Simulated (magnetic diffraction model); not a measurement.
**Solving a magnetic structure from powder neutron data: Er3Mg2Sn5Ru2**

Space group Cmmm (no. 65), a = 4.5790 Å, b = 26.9730 Å, c = 4.5460 Å.

| site | atom | x | y | z |
| --- | --- | --- | --- | --- |
| 4i | Er | 0 | 0.1847 | 0 |
| 2c | Er | 1/2 | 0 | 1/2 |
| 4j | Sn | 0 | 0.2790 | 1/2 |
| 4j | Sn | 0 | 0.0899 | 1/2 |
| 2a | Sn | 0 | 0 | 0 |
| 4i | Ru | 0 | 0.4102 | 0 |
| 4j | Mg | 0 | 0.3728 | 1/2 |

This is a made-up structure (elements placed in a structure type, unrelaxed), so the numbers test the method and describe no known phase.

Only Er is taken to order (form factors of Er3+); orders and moment sizes are assumed, and not adapted to the symmetry. Radiation: neutrons of λ = 1.594 Å, 3° to 40°; isotropic B of 0.19 Å² (Er), 0.24 Å² (Sn), 0.26 Å² (Ru) and 0.34 Å² (Mg). Simulated constant-wavelength pattern: nuclear and magnetic terms add, the magnetic one as |2.695 fm × Σ f S⊥ exp(2πi Q·r) exp(−B s²)|², summed over all Q at one angle with the factor 1/(sin²θ cos θ). For collinear order S is the moment m, which repeats by lattice and centring translations R with the sign exp(−2πi k·R). Free-ion form factors, Sears's scattering lengths of 1992, no absorption; a label names one of the reflections at its angle. The strongest nuclear line in the range is 100, and lines under 0.2 are left out.

Above the ordering temperature:

```tsv
2θ (°)	index	I
6.78	(0 2 0)	1.4
13.58	(0 4 0)	1.3
20.19	(0 0 1)	1.2
20.34	(1 1 0)	1.8
20.42	(0 6 0)	0.4
26.39	(1 5 0)	3.0
27.35	(0 8 0)	0.3
28.81	(1 1 1)	2.5
28.88	(0 6 1)	4.1
30.43	(1 3 1)	5.3
33.46	(1 5 1)	100.0
34.23	(0 8 1)	13.3
34.37	(0 10 0)	16.0
37.06	(1 9 0)	11.3
37.59	(1 7 1)	15.5
```

Below it (cell unchanged):

```
2θ (°)      I
  3.39   26.9
  6.78    1.4
 10.17    1.0
 13.58    1.3
 16.99    0.4
 20.05    5.7
 20.19    1.2
 20.34    1.8
 20.42    0.4
 20.48   47.6
 21.18   28.6
 22.66   10.4
 23.87    0.5
 24.29   26.0
 26.39    3.0
 26.51    7.1
 27.35    0.3
 28.61    5.3
 28.77    6.7
 28.81    2.5
 28.88    4.1
 29.43   29.6
 30.43    5.3
 30.84    0.2
 31.46    8.9
 31.79   34.1
 33.46  100.0
 34.14    1.4
 34.23   13.3
 34.37   16.0
 35.41   11.2
 37.06   11.3
 37.15    3.7
 37.59   15.5
 39.99    2.8
```

**Question.** Find the propagation vector, then choose among these models:
A. collinear moments along [110], 6.4 μB on Er; signs + at (0, 0.1847, 0), + at (1/2, 0.3153, 0), + at (1/2, 0, 1/2)
B. collinear moments along [010], 6.4 μB on Er; signs + at (0, 0.1847, 0), + at (1/2, 0.3153, 0), + at (1/2, 0, 1/2)
C. collinear moments along [110], 6.4 μB on Er; signs + at (0, 0.1847, 0), + at (1/2, 0.3153, 0), − at (1/2, 0, 1/2)
D. collinear moments along [010], 6.4 μB on Er; signs + at (0, 0.1847, 0), + at (1/2, 0.3153, 0), − at (1/2, 0, 1/2)

The new lines index as (0 1 0) at 3.39°, (0 3 0) at 10.17°, (0 5 0) at 16.99° and (1 0 0) at 20.05°, that is as H ± k with k = (0 1 0). The indices are whole but break the lattice centring, so the moments reverse under a centring translation, those with k·t a half-integer.

Magnetic intensity, observed (below minus above) and for each model:

| 2θ (°) | index | observed | A | B | C | D |
| --- | --- | --- | --- | --- | --- | --- |
| 3.39 | (0 1 0) | 26.9 | 26.9 | <0.2 | 26.9 | <0.2 |
| 10.17 | (0 3 0) | 1.0 | 1.0 | <0.2 | 1.0 | <0.2 |
| 21.18 | (1 2 0) | 28.6 | 28.6 | 29.4 | 28.6 | 29.4 |
| 23.87 | (0 7 0) | 0.5 | 0.5 | <0.2 | 0.5 | <0.2 |
| 24.29 | (1 4 0) | 26.0 | 26.0 | 26.4 | 26.0 | 26.4 |
| 29.43 | (1 2 1) | 29.6 | 29.6 | 30.0 | 29.6 | 30.0 |
| 31.46 | (0 7 1) | 8.9 | 8.9 | 8.6 | 8.9 | 8.6 |
| 31.79 | (1 4 1) | 34.1 | 34.1 | 34.4 | 34.1 | 34.4 |

Models A and C match alike on every line, so these data can't choose among them (such ties are often domains of one structure).

The structure used: k = (0 1 0), collinear moments along [110], 6.4 μB on Er; signs + at (0, 0.1847, 0), + at (1/2, 0.3153, 0), + at (1/2, 0, 1/2).

[Logs are printed without paths, hosts, clocks, repeated set-up lines and the standing remarks that a program may print on its own settings, such as how far it seeks lower states.]
